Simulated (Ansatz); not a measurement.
**HfO2 (Fm-3m): the cell at rest**

Task: relax HfO2 (Fm-3m) tightly.

Main program and level: Ansatz 0.2.0; DFT LDA, scalar-relativistic, plane waves, PAW; PAW set soft_1.

### Step 1. The starting structure

Symmetry: Fm-3m, No. 225, cubic system. The conventional cell has a = 5.115 Å, b = 5.115 Å, c = 5.115 Å, α = 90.00°, β = 90.00°, γ = 90.00°. Nearest to Hf lie 8 O at 2.21 Å. O has 4 Hf at 2.21 Å nearest. Farther neighbours and most contacts between anions are not listed.

### Step 2. A coarse first look

First a cheap look: the gap decides the mesh and the occupations, the pressure tells how far the cell has to move.

File input.yaml:

```yaml
crystal:
  lattice:
    - [0.0, 2.5575, 2.5575]
    - [2.5575, 0.0, 2.5575]
    - [2.5575, 2.5575, 0.0]
  atoms:
    - { symbol: Hf, position: [0.0, 0.0, 0.0] }
    - { symbol: O, position: [0.25, 0.25, 0.25] }
    - { symbol: O, position: [0.75, 0.75, 0.75] }
kpoints:
  mp_grid: { grid: [6, 6, 6] }
hamiltonian:
  xc: lda
  pseudopotentials: { kind: paw, azcp: { folder: soft_1 }, xc_functional: pbe }
scf:
  occupations: { method: gaussian, width: 0.1 }
output:
  forces: true
  stress: true
  eigenvalues: true
```

On the command line:

```sh
$ ansatz run input.yaml --threads 4 --pin off --max-ram 10240MiB --backend cpu --events-out ev --progress --plain --runs-dir out
```

Numbers of over 12 decimals in the logs are rounded to 6 here.

Output:

```text
Engine: ansatz 0.2.0, aarch64-unknown-linux-gnu
Pseudopotentials: kind: paw
Pseudopotential: Hf, paw, valence charge 26, recommended cutoff 420 eV (normal), soft_1/Hf.paw.azcp
Pseudopotential: O, paw, valence charge 6, recommended cutoff 420 eV (normal), soft_1/O.paw.azcp
Functional definition: SPW92
  exchange = slater_x
  correlation = pw_c
Crystal: 3 atoms, lattice volume = 33.456 Å³
[...]
--- Band table (eV; the first three rows and the last of 16) ---
  k-point 0: bands = [... 15 lower, 8.6330, 13.3097, 13.3097, 13.3097, 17.5526, 17.5526, 19.3268, 23.9601]
  k-point 1: bands = [... 15 lower, 9.3413, 12.5516, 12.8496, 12.8496, 17.9945, 17.9945, 20.2770, 22.9405]
  k-point 2: bands = [... 15 lower, 10.6485, 11.3619, 12.2527, 12.2527, 18.3420, 18.3420, 20.4778, 23.0453]
  k-point 15: bands = [... 15 lower, 10.9078, 11.8454, 12.4609, 13.7738, 18.1046, 18.9693, 20.4467, 21.1055]
[key lines of the parts left out:]
SCF converged after 8 iterations
Free energy (F): -16593.501882 eV
Fermi energy:    15.675086 eV
P = ⅓ Tr σ = -16.4590 GPa (-164.590 kbar)
```

The job ended after 0.55 s (4 threads of Arm Neoverse V2, shared host; peak memory 0.28 GiB).

A gap read on the k-mesh alone can miss the band edges.

Numbers from this step:

```
pressure           : -16.46 GPa
gap on the k-mesh  : 3.506 eV
volume per atom    : 11.15 Å³
direct gap on mesh : 3.506 eV
```

The coarse mesh shows a gap of 3.51 eV and a pressure of -16.5 GPa.

### Step 3. Coarse relaxation

A rough relaxation comes first, because large forces or stress need no tight tolerances yet.

Changes to input.yaml since step 2:

```diff
@@ -20 +20,6 @@
   eigenvalues: true
+relax:
+  adjacent_minimum: "off"
+  f_tol: 0.05
+  max_steps: 80
+  cell: { stress_tol: 0.5 }
```

Output:

```text
[...]
Crystal: 3 atoms, lattice volume = 33.456 Å³
Basis set: ecut = 420 eV, 645 PW (Γ)
Bands: 23, of which v1, the nominal top of the filled ones, is band 19 counted from 1 (18 counted from 0)
Symmetry: 48 space group operations
[...]
k-points: 16 of 216
[...]
F+E_penalty+E_count = -16593.62036798 eV   max|allowed force component| = 1.022e-17 eV/Å   (the final SCF, on the basis selected at the relaxed cell)
  cell:  # Å, volume = 31.3312 Å³
    - [0, 2.502162, 2.502162]
    - [2.502162, 0, 2.502162]
    - [2.502162, 2.502162, 0]
  atoms:
    - { symbol: Hf, position: [0, 0, 0] }
    - { symbol: O, position: [0.250000, 0.250000, 0.250000] }
    - { symbol: O, position: [0.750000, 0.750000, 0.750000] }
[key lines of the parts left out:]
SCF converged after 5 iterations
Free energy (F): -16593.620368 eV
Fermi energy:    17.022478 eV
P = ⅓ Tr σ = -0.4324 GPa (-4.324 kbar)
```

It took 1.5 s on 4 threads; peak memory 0.29 GiB.

Relaxation path:

```csv
step,energy less that of the first step (eV),largest force component (eV/Å),pressure (GPa),volume (Å³)
1,0.0000,0.0000,-16.46,33.46
2,-0.1203,0.0000,5.06,30.80
3,-0.1255,0.0000,-0.50,31.38
4,-0.1258,0.0000,-0.01,31.33
5*,-0.1185,0.0000,-0.43,31.33
```

Relaxation steps marked * repeat the geometry before them on a plane-wave basis chosen anew for their cell, so energy and pressure can jump there.

Forces are held to the 48 operations that the run works with; a distortion that breaks them can't arise in this run.

```csv
"conventional cell, symmetrised",before,after,change
a (Å),5.115,5.004,-2.2 %
b (Å),5.115,5.004,-2.2 %
c (Å),5.115,5.004,-2.2 %
volume (Å³/atom),11.15,10.44,-6.4 %
```

The relaxed structure:

```
Hf O
1.0
     0.00000    2.50216    2.50216
     2.50216    0.00000    2.50216
     2.50216    2.50216    0.00000
Hf O
1 2
Direct
  0.00000 0.00000 0.00000
  0.25000 0.25000 0.25000
  0.75000 0.75000 0.75000
```

Numbers from this step:

* pressure: -0.4324 GPa
* gap on the k-mesh: 3.658 eV
* volume per atom: 10.44 Å³
* direct gap on mesh: 3.658 eV

In this step the volume went from 11.15 to 10.44 Å³/atom.

### Step 4. Relaxation

The cell and atoms are relaxed, since residual forces and stress would shift the frequencies.

input.yaml, the sections that differ from step 3:

```yaml
crystal:
  lattice:
    - [0.0, 2.502162497, 2.502162497]
    - [2.502162497, 0.0, 2.502162497]
    - [2.502162497, 2.502162497, 0.0]
  atoms:
    - { symbol: Hf, position: [0.0, 0.0, 0.0] }
    - { symbol: O, position: [0.25, 0.25, 0.25] }
    - { symbol: O, position: [0.75, 0.75, 0.75] }
kpoints:
  mp_grid: { grid: [8, 8, 8] }
scf:
  occupations: { method: gaussian, width: 0.02 }
relax:
  adjacent_minimum: "off"
  f_tol: 0.005
  max_steps: 80
  cell: { stress_tol: 0.05 }
# hamiltonian, output: as in step 3
```

Output:

```text
[...]
Crystal: 3 atoms, lattice volume = 31.331 Å³
Basis set: ecut = 420 eV, 609 PW (Γ)
Bands: 23, of which v1, the nominal top of the filled ones, is band 19 counted from 1 (18 counted from 0)
Symmetry: 48 space group operations
[...]
k-points: 29 of 512
[...]
SCF iter   1: F=—  HF=-16594.311328 eV  |F-HF|=—  |Δ(HF+E_count)|=         —  Δρ=9.06e-2  dr2=1.96e0  ethr=3.10e-3  ⟨swp⟩=5.0  Hψ=2569  notcnv=0
[...]
SCF iter   8: F=-16593.620221 eV  HF=-16593.620221 eV  |F-HF|=1.77e-9  |Δ(HF+E_count)|=   2.95e-9  Δρ=2.74e-6  dr2=1.26e-9  ethr=1.28e-10  ⟨swp⟩=3.2  Hψ=2812  notcnv=0
SCF 1 converged in 8 iterations: F = -16593.620221 eV  dr2 = 1.26e-9
[...]
relax step   1: F+E_penalty+E_count = -16593.62022112 eV  Δ(F+E_penalty+E_count) = +0.000e0 eV  max|allowed force component| = 2.409e-18 eV/Å  Δτ_max = 0.0000 Å  P = -0.437 GPa  Ω = 31.331 Å³  (8 SCF iters, dr2 threshold 1.00e-7 eV, accepted)
Crystal: 3 atoms, lattice volume = 31.277 Å³
[...]
SCF iter   4: F=-16593.620564 eV  HF=-16593.620564 eV  |F-HF|=2.91e-8  |Δ(HF+E_count)|=   2.03e-7  Δρ=9.71e-6  dr2=2.51e-8  ethr=7.89e-10  ⟨swp⟩=5.7  Hψ=3033  notcnv=0
SCF 2 converged in 4 iterations: F = -16593.620564 eV  dr2 = 2.51e-8
relax step   2: F+E_penalty+E_count = -16593.62056423 eV  Δ(F+E_penalty+E_count) = -3.431e-4 eV  max|allowed force component| = 1.301e-17 eV/Å  Δτ_max = 0.0000 Å  P = +0.067 GPa  Ω = 31.277 Å³  energy of the carried Pulay correction = +2.803e-4 eV  (4 SCF iters, dr2 threshold 3.00e-7 eV, accepted)
Crystal: 3 atoms, lattice volume = 31.284 Å³
[...]
SCF iter   3: F=-16593.620528 eV  HF=-16593.620528 eV  |F-HF|=7.91e-9  |Δ(HF+E_count)|=   1.85e-8  Δρ=6.27e-6  dr2=8.28e-9  ethr=2.98e-11  ⟨swp⟩=4.0  Hψ=3194  notcnv=0
SCF 3 converged in 3 iterations: F = -16593.620528 eV  dr2 = 8.28e-9
relax step   3: F+E_penalty+E_count = -16593.62052839 eV  Δ(F+E_penalty+E_count) = +3.584e-5 eV  max|allowed force component| = 1.041e-17 eV/Å  Δτ_max = 0.0000 Å  P = +0.001 GPa  Ω = 31.284 Å³  energy of the carried Pulay correction = +2.429e-4 eV  (3 SCF iters, dr2 threshold 1.13e-8 eV, accepted)
[...]
SCF iter   5: F=-16593.620049 eV  HF=-16593.620049 eV  |F-HF|=7.28e-12  |Δ(HF+E_count)|=  2.91e-11  Δρ=7.18e-7  dr2=2.69e-11  ethr=1.00e-12  ⟨swp⟩=5.5  Hψ=4199  notcnv=0
SCF 4 converged in 5 iterations: F = -16593.620049 eV  dr2 = 2.69e-11
relax step   4: F+E_penalty+E_count = -16593.62004869 eV  Δ(F+E_penalty+E_count) = +4.797e-4 eV  max|allowed force component| = 9.252e-18 eV/Å  Δτ_max = 0.0000 Å  P = -0.013 GPa  Ω = 31.284 Å³  stress off target by 1.26e-2 GPa  SCF on the basis re-selected at this cell (its energy is not comparable with the rows above)  (5 SCF iters)
[...]
SCF converged after 5 iterations
Free energy (F): -16593.620049 eV
[...]
Internal energy: -16593.620049 eV  (E = F + TS)
E sigma→0 (E₀):  -16593.620049 eV
Fermi energy:    17.054184 eV
[...]
--- Stress (GPa, compression-positive) ---
       -0.012580      -0.000000      -0.000000
       -0.000000      -0.012580      -0.000000
       -0.000000       0.000000      -0.012580
  P = ⅓ Tr σ = -0.0126 GPa (-0.126 kbar)
--- Band table (eV; the first three rows and the last of 29) ---
  k-point 0: bands = [... 15 lower, 9.4984, 14.5752, 14.5752, 14.5752, 18.9876, 18.9876, 21.1473, 26.0852]
  k-point 1: bands = [... 15 lower, 9.9824, 14.1077, 14.2593, 14.2593, 19.3134, 19.3134, 21.7484, 25.3051]
  k-point 2: bands = [... 15 lower, 11.0670, 13.1678, 13.7055, 13.7055, 19.7901, 19.7901, 22.3344, 24.7311]
  k-point 28: bands = [... 15 lower, 12.5098, 12.5098, 13.6786, 14.9985, 20.0072, 20.3672, 22.5849, 22.5849]
--- Relaxed structure (3 steps of the walk, 3 accepted, 1 SCFs on fresh bases) ---
[...]
cell:  # Å, volume = 31.2840 Å³
    - [0, 2.500908, 2.500908]
    - [2.500908, 0, 2.500908]
    - [2.500908, 2.500908, 0]
  atoms:
    - { symbol: Hf, position: [0, 0, 0] }
    - { symbol: O, position: [0.25, 0.25, 0.25] }
    - { symbol: O, position: [0.75, 0.75, 0.75] }
```

The job ended after 1.5 s (4 threads; peak memory 0.31 GiB; 4.7 s of CPU time).

Little changed from the start: no atom moved by 0.005 Å and no cell edge by 0.1 %.

Numbers from this step:

```yaml
pressure: -0.01258 GPa
gap_on_the_k_mesh: 3.661 eV
volume_per_atom: 10.43 Å³
direct_gap_on_mesh: 3.661 eV
```

In this step the volume went from 10.44 to 10.43 Å³/atom.

### Step 5. Relaxing to small forces for the phonons

Phonons need a cell at rest on their own settings, so the relaxation is repeated with tight tolerances on forces and stress on the k mesh and occupations of the first response run.

input.yaml, the sections that differ from step 4:

```yaml
crystal:
  lattice:
    - [0.0, 2.5009076289, 2.5009076289]
    - [2.5009076289, 0.0, 2.5009076289]
    - [2.5009076289, 2.5009076289, 0.0]
  atoms:
    - { symbol: Hf, position: [0.0, 0.0, 0.0] }
    - { symbol: O, position: [0.25, 0.25, 0.25] }
    - { symbol: O, position: [0.75, 0.75, 0.75] }
scf:
  occupations: { method: fixed }
relax:
  adjacent_minimum: "off"
  f_tol: 0.001
  max_steps: 60
  cell: { stress_tol: 0.01 }
# kpoints, hamiltonian, output: as in step 4
```

Output:

```text
[...]
Crystal: 3 atoms, lattice volume = 31.284 Å³
Basis set: ecut = 420 eV, 609 PW (Γ)
Bands: 23, of which v1, the nominal top of the filled ones, is band 19 counted from 1 (18 counted from 0)
Symmetry: 48 space group operations
[...]
k-points: 29 of 512
[...]
k-point 28: bands = [... 15 lower, 12.5106, 12.5106, 13.6795, 14.9995, 20.0084, 20.3684, 22.5864, 22.5864]
--- Relaxed structure (2 steps of the walk, 2 accepted, 1 SCFs on fresh bases) ---
[...]
cell:  # Å, volume = 31.2825 Å³
    - [0.0, 2.500866, 2.500866]
    - [2.500866, 0, 2.500866]
    - [2.500866, 2.500866, 0]
  atoms:
    - { symbol: Hf, position: [0, 0, 0] }
    - { symbol: O, position: [0.25, 0.25, 0.25] }
    - { symbol: O, position: [0.750000, 0.750000, 0.750000] }
[key lines of the parts left out:]
SCF converged after 5 iterations
Free energy (F): -16593.620057 eV
Fermi energy:    15.224507 eV
P = ⅓ Tr σ = 0.0014 GPa (0.014 kbar)
```

Run time: 1.2 s. Hardware: 4 threads; peak memory 0.3 GiB.

Little changed from the start: no atom moved by 0.005 Å and no cell edge by 0.1 %.

This step gave:

- pressure: 0.001428 GPa

The forces vanish by symmetry and the pressure is 0.001 GPa, within the tolerances set. The cell now holds 10.43 Å³/atom.

### Step 6. Results

```yaml
space_group_after_relaxation_within_0p01_a: Fm-3m
lattice_constant_a: 5.002 Å
lattice_constant_b: 5.002 Å
lattice_constant_c: 5.002 Å
volume_per_atom: 10.4 Å³
gap_on_the_k_mesh: 3.66 eV
```

What this shows: The forces vanish by symmetry and the pressure is 0.001 GPa, within the tolerances set. The cell now holds 10.43 Å³/atom. The relaxation keeps the symmetry of its start, so it says nothing on stability against lower symmetry. Spin-orbit coupling is left out, which can matter for the heavy elements here. The PAW files were made for PBE and serve the other functionals too.

[Logs are printed without paths, hosts, clocks, repeated set-up lines and the standing remarks that a program may print on its own settings, such as how far it seeks lower states.]

[Hosts, paths, dates, database ids (printed as entryN), source tags and the programs' standing remarks are cut or masked in the printed files.]
